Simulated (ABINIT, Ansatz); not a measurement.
# LaB6 (Pm-3m): zone-centre phonons, part 2 of 2

Which modes does LaB6 (Pm-3m) have at the zone centre?

ABINIT 10.8.3; DFT PBEsol, scalar-relativistic, plane waves, PseudoDojo norm-conserving pseudopotentials.

So far. Step 4 (Zone-centre response): The acoustic modes at Γ come out as far as 7.8 cm⁻¹ from zero, where they should vanish, a small numerical error. The relaxed cell has a = 4.133 Å (conventional setting).

**5. Zone-centre analysis**

anaddb reads the merged derivatives and imposes the acoustic sum rule.

anaddb.abi

```
ddb_filepath "gamma_DDB"
output_file "anaddb.abo"
outdata_prefix "anaddb"
asr 1
chneut 1
enunit 2
eivec 1
nph1l 1
qph1l 0.0 0.0 0.0 1.0
```

mrgddb.in

```
gamma_DDB
merged
2
dfpt_gammao_DDB
gso_DDB
```

On the command line:

```
mrgddb < mrgddb.in > mrgddb.log
OMP_NUM_THREADS=1 anaddb anaddb.abi > anaddb.log
```

anaddb.abo, the main output file:

```text
[banners, grids, parts of the stress and lines that vanish by symmetry left out]
-outvars_anaddb: echo values of input variables ----------------------

 Miscellaneous information :
[...]
Phonon wavevector (reduced coordinates) :  0.00000  0.00000  0.00000
 Phonon energies in Hartree :
[...]
Phonon energies in meV     :
-  0.000000E+00  0.000000E+00  0.000000E+00  2.280828E+01  2.280828E+01
-  2.280828E+01  6.448765E+01  6.448765E+01  6.448765E+01  6.968145E+01
-  6.968145E+01  6.968145E+01  8.702588E+01  8.702588E+01  8.702588E+01
-  1.065531E+02  1.065531E+02  1.065531E+02  1.406412E+02  1.406412E+02
-  1.602488E+02
 Phonon frequencies in cm-1    :
-  0.000000E+00  0.000000E+00  0.000000E+00  1.839612E+02  1.839612E+02
-  1.839612E+02  5.201280E+02  5.201280E+02  5.201280E+02  5.620188E+02
-  5.620188E+02  5.620188E+02  7.019111E+02  7.019111E+02  7.019111E+02
-  8.594085E+02  8.594085E+02  8.594085E+02  1.134348E+03  1.134348E+03
-  1.292494E+03
 Phonon frequencies in Thz     :
-  0.000000E+00  0.000000E+00  0.000000E+00  5.515017E+00  5.515017E+00
-  5.515017E+00  1.559304E+01  1.559304E+01  1.559304E+01  1.684890E+01
-  1.684890E+01  1.684890E+01  2.104276E+01  2.104276E+01  2.104276E+01
-  2.576442E+01  2.576442E+01  2.576442E+01  3.400689E+01  3.400689E+01
-  3.874799E+01
 Phonon energies in Kelvin  :
-  0.000000E+00  0.000000E+00  0.000000E+00  2.646791E+02  2.646791E+02
-  2.646791E+02  7.483481E+02  7.483481E+02  7.483481E+02  8.086196E+02
-  8.086196E+02  8.086196E+02  1.009893E+03  1.009893E+03  1.009893E+03
-  1.236497E+03  1.236497E+03  1.236497E+03  1.632073E+03  1.632073E+03
-  1.859610E+03
[...]
-  1  0.00000000E+00  0.00000000E+00 -1.64077194E-03
-     0.00000000E+00  0.00000000E+00  0.00000000E+00
-  2  0.00000000E+00  0.00000000E+00 -1.64077202E-03
-     0.00000000E+00  0.00000000E+00  0.00000000E+00
-  3  0.00000000E+00  0.00000000E+00 -1.64077202E-03
-     0.00000000E+00  0.00000000E+00  0.00000000E+00
-  4  0.00000000E+00  0.00000000E+00 -1.64077202E-03
-     0.00000000E+00  0.00000000E+00  0.00000000E+00
-  5  0.00000000E+00  0.00000000E+00 -1.64077202E-03
-     0.00000000E+00  0.00000000E+00  0.00000000E+00
-  6  0.00000000E+00  0.00000000E+00 -1.64077203E-03
-     0.00000000E+00  0.00000000E+00  0.00000000E+00
-  7  0.00000000E+00  0.00000000E+00 -1.64077203E-03
-     0.00000000E+00  0.00000000E+00  0.00000000E+00
[...]
-  1  0.00000000E+00  1.64077194E-03  0.00000000E+00
-     0.00000000E+00  0.00000000E+00  0.00000000E+00
-  2  0.00000000E+00  1.64077201E-03  0.00000000E+00
-     0.00000000E+00  0.00000000E+00  0.00000000E+00
-  3  0.00000000E+00  1.64077202E-03  0.00000000E+00
-     0.00000000E+00  0.00000000E+00  0.00000000E+00
-  4  0.00000000E+00  1.64077201E-03  0.00000000E+00
-     0.00000000E+00  0.00000000E+00  0.00000000E+00
-  5  0.00000000E+00  1.64077202E-03  0.00000000E+00
-     0.00000000E+00  0.00000000E+00  0.00000000E+00
-  6  0.00000000E+00  1.64077201E-03  0.00000000E+00
-     0.00000000E+00  0.00000000E+00  0.00000000E+00
-  7  0.00000000E+00  1.64077201E-03  0.00000000E+00
-     0.00000000E+00  0.00000000E+00  0.00000000E+00
[...]
-  5 -3.58366105E-07  0.00000000E+00  3.77317101E-07
-     0.00000000E+00  0.00000000E+00  0.00000000E+00
-  6 -3.56169737E-03 -3.77317101E-07  0.00000000E+00
-     0.00000000E+00  0.00000000E+00  0.00000000E+00
-  7  3.56169737E-03  3.77317101E-07  0.00000000E+00
-     0.00000000E+00  0.00000000E+00  0.00000000E+00
[...]
-  1  0.00000000E+00  0.00000000E+00  0.00000000E+00
-     0.00000000E+00  0.00000000E+00  0.00000000E+00
-  2  0.00000000E+00  3.56169739E-03  3.58357818E-07
-     0.00000000E+00  0.00000000E+00  0.00000000E+00
-  3  3.56169739E-03  0.00000000E+00  0.00000000E+00
-     0.00000000E+00  0.00000000E+00  0.00000000E+00
[...]
-  6  0.00000000E+00  0.00000000E+00 -1.23716016E-03
-     0.00000000E+00  0.00000000E+00  0.00000000E+00
-  7  0.00000000E+00  0.00000000E+00  1.23716016E-03
-     0.00000000E+00  0.00000000E+00  0.00000000E+00
[...]
1.0  1.0  1.0  1.0  1.0  1.0  1.0  1.0  1.0  1.0  1.0  1.0  1.0  1.0  1.0  1.0
  1.0  1.0  1.0  1.0  1.0  1.0  1.0  1.0  1.0  1.0  1.0  1.0  1.0  1.0  1.0  1.0
-
```

Wall time 0.53 s (1 thread of Arm Neoverse V2, shared host).

Numbers from this step:

* lowest optical zone-centre mode: 184.0 cm⁻¹

No LO-TO term; unit eigenvectors of the mass-weighted matrix, from anaddb's displacements. The modes at Γ (shares of kinetic energy by element, %):

```
mode  frequency (cm⁻¹)  symmetry  La %  B %
   1               0.0  acoustic    68   32
   2               0.0  acoustic    68   32
   3               0.0  acoustic    68   32
   4             184.0       T1u    32   68
   5             184.0       T1u    32   68
   6             184.0       T1u    32   68
   7             520.1       T2u     0  100
   8             520.1       T2u     0  100
   9             520.1       T2u     0  100
  10             562.0       T1g     0  100
  11             562.0       T1g     0  100
  12             562.0       T1g     0  100
  13             701.9       T2g     0  100
  14             701.9       T2g     0  100
  15             701.9       T2g     0  100
  16             859.4       T1u     0  100
  17             859.4       T1u     0  100
  18             859.4       T1u     0  100
  19            1134.3        Eg     0  100
  20            1134.3        Eg     0  100
  21            1292.5       A1g     0  100
```

Displacements in mode 6 (184.0 cm⁻¹), the largest set to 1:
```
La1  0.45  0.00  0.00
B2  -1.00  0.00  0.00
B3  -0.96  0.00  0.00
B4  -1.00  0.00  0.00
B5  -0.96  0.00  0.00
B6  -0.96  0.00  0.00
B7  -0.96  0.00  0.00
```

Displacements in mode 18 (859.4 cm⁻¹), the largest set to 1:
```
La1  0.00  0.00  0.00
B2   1.00  0.00  0.00
B3  -0.52  0.00  0.00
B4   1.00  0.00  0.00
B5  -0.52  0.00  0.00
B6  -0.52  0.00  0.00
B7  -0.52  0.00  0.00
```

The rule moves no optical mode by more than 0.3 cm⁻¹.

**6. Sum rules set otherwise (asr 0)**

Without the rule the raw error of the acoustic modes shows.

anaddb.abi, as its differences from that of step 5:

```diff
@@ -3,4 +3,4 @@
 outdata_prefix "anaddb"
-asr 1
-chneut 1
+asr 0
+chneut 0
 enunit 2
```

mrgddb.in is that of step 5.

anaddb.abo, the main output file:

```text
[banners, grids, parts of the stress and lines that vanish by symmetry left out]
-outvars_anaddb: echo values of input variables ----------------------

 Miscellaneous information :
[...]
Phonon wavevector (reduced coordinates) :  0.00000  0.00000  0.00000
 Phonon energies in Hartree :
[...]
Phonon energies in meV     :
- -9.642695E-01 -9.642695E-01 -9.642695E-01  2.277988E+01  2.277988E+01
-  2.277988E+01  6.447803E+01  6.447803E+01  6.447803E+01  6.967254E+01
-  6.967254E+01  6.967254E+01  8.701875E+01  8.701875E+01  8.701875E+01
-  1.065441E+02  1.065441E+02  1.065441E+02  1.406331E+02  1.406331E+02
-  1.602417E+02
 Phonon frequencies in cm-1    :
- -7.777358E+00 -7.777358E+00 -7.777358E+00  1.837321E+02  1.837321E+02
-  1.837321E+02  5.200504E+02  5.200504E+02  5.200504E+02  5.619470E+02
-  5.619470E+02  5.619470E+02  7.018536E+02  7.018536E+02  7.018536E+02
-  8.593358E+02  8.593358E+02  8.593358E+02  1.134282E+03  1.134282E+03
-  1.292436E+03
 Phonon frequencies in Thz     :
- -2.331593E-01 -2.331593E-01 -2.331593E-01  5.508151E+00  5.508151E+00
-  5.508151E+00  1.559072E+01  1.559072E+01  1.559072E+01  1.684675E+01
-  1.684675E+01  1.684675E+01  2.104104E+01  2.104104E+01  2.104104E+01
-  2.576224E+01  2.576224E+01  2.576224E+01  3.400493E+01  3.400493E+01
-  3.874627E+01
 Phonon energies in Kelvin  :
- -1.118988E+01 -1.118988E+01 -1.118988E+01  2.643496E+02  2.643496E+02
-  2.643496E+02  7.482365E+02  7.482365E+02  7.482365E+02  8.085163E+02
-  8.085163E+02  8.085163E+02  1.009811E+03  1.009811E+03  1.009811E+03
-  1.236392E+03  1.236392E+03  1.236392E+03  1.631979E+03  1.631979E+03
-  1.859527E+03
[...]
-  1  0.00000000E+00  0.00000000E+00 -1.63979127E-03
-     0.00000000E+00  0.00000000E+00  0.00000000E+00
-  2  0.00000000E+00  0.00000000E+00 -1.64278942E-03
-     0.00000000E+00  0.00000000E+00  0.00000000E+00
-  3  0.00000000E+00  0.00000000E+00 -1.64278942E-03
-     0.00000000E+00  0.00000000E+00  0.00000000E+00
-  4  0.00000000E+00  0.00000000E+00 -1.64278942E-03
-     0.00000000E+00  0.00000000E+00  0.00000000E+00
-  5  0.00000000E+00  0.00000000E+00 -1.64278942E-03
-     0.00000000E+00  0.00000000E+00  0.00000000E+00
-  6  0.00000000E+00  0.00000000E+00 -1.64303144E-03
-     0.00000000E+00  0.00000000E+00  0.00000000E+00
-  7  0.00000000E+00  0.00000000E+00 -1.64303144E-03
-     0.00000000E+00  0.00000000E+00  0.00000000E+00
[...]
-  1  0.00000000E+00 -1.63979127E-03  0.00000000E+00
-     0.00000000E+00  0.00000000E+00  0.00000000E+00
-  2  0.00000000E+00 -1.64278942E-03  0.00000000E+00
-     0.00000000E+00  0.00000000E+00  0.00000000E+00
-  3  0.00000000E+00 -1.64303144E-03  0.00000000E+00
-     0.00000000E+00  0.00000000E+00  0.00000000E+00
-  4  0.00000000E+00 -1.64278942E-03  0.00000000E+00
-     0.00000000E+00  0.00000000E+00  0.00000000E+00
-  5  0.00000000E+00 -1.64303144E-03  0.00000000E+00
-     0.00000000E+00  0.00000000E+00  0.00000000E+00
-  6  0.00000000E+00 -1.64278942E-03  0.00000000E+00
-     0.00000000E+00  0.00000000E+00  0.00000000E+00
-  7  0.00000000E+00 -1.64278942E-03  0.00000000E+00
-     0.00000000E+00  0.00000000E+00  0.00000000E+00
[...]
-  5 -8.19729988E-07  0.00000000E+00  0.00000000E+00
-     0.00000000E+00  0.00000000E+00  0.00000000E+00
-  6 -3.56169731E-03  0.00000000E+00  0.00000000E+00
-     0.00000000E+00  0.00000000E+00  0.00000000E+00
-  7  3.56169731E-03  0.00000000E+00  0.00000000E+00
-     0.00000000E+00  0.00000000E+00  0.00000000E+00
[...]
-  1  0.00000000E+00  0.00000000E+00  0.00000000E+00
-     0.00000000E+00  0.00000000E+00  0.00000000E+00
-  2  0.00000000E+00  3.56169730E-03  8.19736263E-07
-     0.00000000E+00  0.00000000E+00  0.00000000E+00
-  3  3.56169730E-03  0.00000000E+00 -2.64848009E-07
-     0.00000000E+00  0.00000000E+00  0.00000000E+00
[...]
-  6  0.00000000E+00  0.00000000E+00 -1.23687857E-03
-     0.00000000E+00  0.00000000E+00  0.00000000E+00
-  7  0.00000000E+00  0.00000000E+00  1.23687857E-03
-     0.00000000E+00  0.00000000E+00  0.00000000E+00
[...]
1.0  1.0  1.0  1.0  1.0  1.0  1.0  1.0  1.0  1.0  1.0  1.0  1.0  1.0  1.0  1.0
  1.0  1.0  1.0  1.0  1.0  1.0  1.0  1.0  1.0  1.0  1.0  1.0  1.0  1.0  1.0  1.0
-
```

The job ended after 0.6 s (1 thread).

Read from the output:

```
lowest optical zone-centre mode : 183.7 cm⁻¹
```

Zone-centre frequencies as printed; negative means imaginary. Modes:

```
mode  frequency (cm⁻¹)
   1             -7.78
   2             -7.78
   3             -7.78
   4             183.7
   5             183.7
   6             183.7
   7               520
   8               520
   9               520
  10               562
  11               562
  12               562
  13             701.9
  14             701.9
  15             701.9
  16             859.3
  17             859.3
  18             859.3
  19              1134
  20              1134
  21              1292
```

**7. What came out**

```json
{
  "space group after relaxation": "Pm-3m",
  "volume per atom": "10.1 Å³",
  "highest optical zone-centre mode (no LO-TO term)": "1292 cm⁻¹",
  "lowest optical zone-centre mode": "184.0 cm⁻¹",
  "imaginary optical modes at the zone centre (no q mesh in this session)": "none"
}
```

In words: At the PBEsol level the optical modes of LaB6 (Pm-3m) at the zone centre run from 184 to 1292 cm⁻¹. These are harmonic frequencies at zero temperature: anharmonic shifts and linewidths and thermal expansion are left out. Spin-orbit coupling is left out, which can matter for the heavy elements here. In a metal the frequencies hang on the k mesh and the smearing, most of all near Kohn anomalies. The runs are without spin polarisation, although the cell has an odd electron count or an open d or f shell, so a magnetic state was not tested.

[Host names and launcher messages were left out of these logs when they were recorded.]

[Logs are printed without paths, hosts, clocks, repeated set-up lines and the standing remarks that a program may print on its own settings, such as how far it seeks lower states.]

[Hosts, paths, dates, database ids (printed as entryN), source tags and the programs' standing remarks are cut or masked in the printed files.]
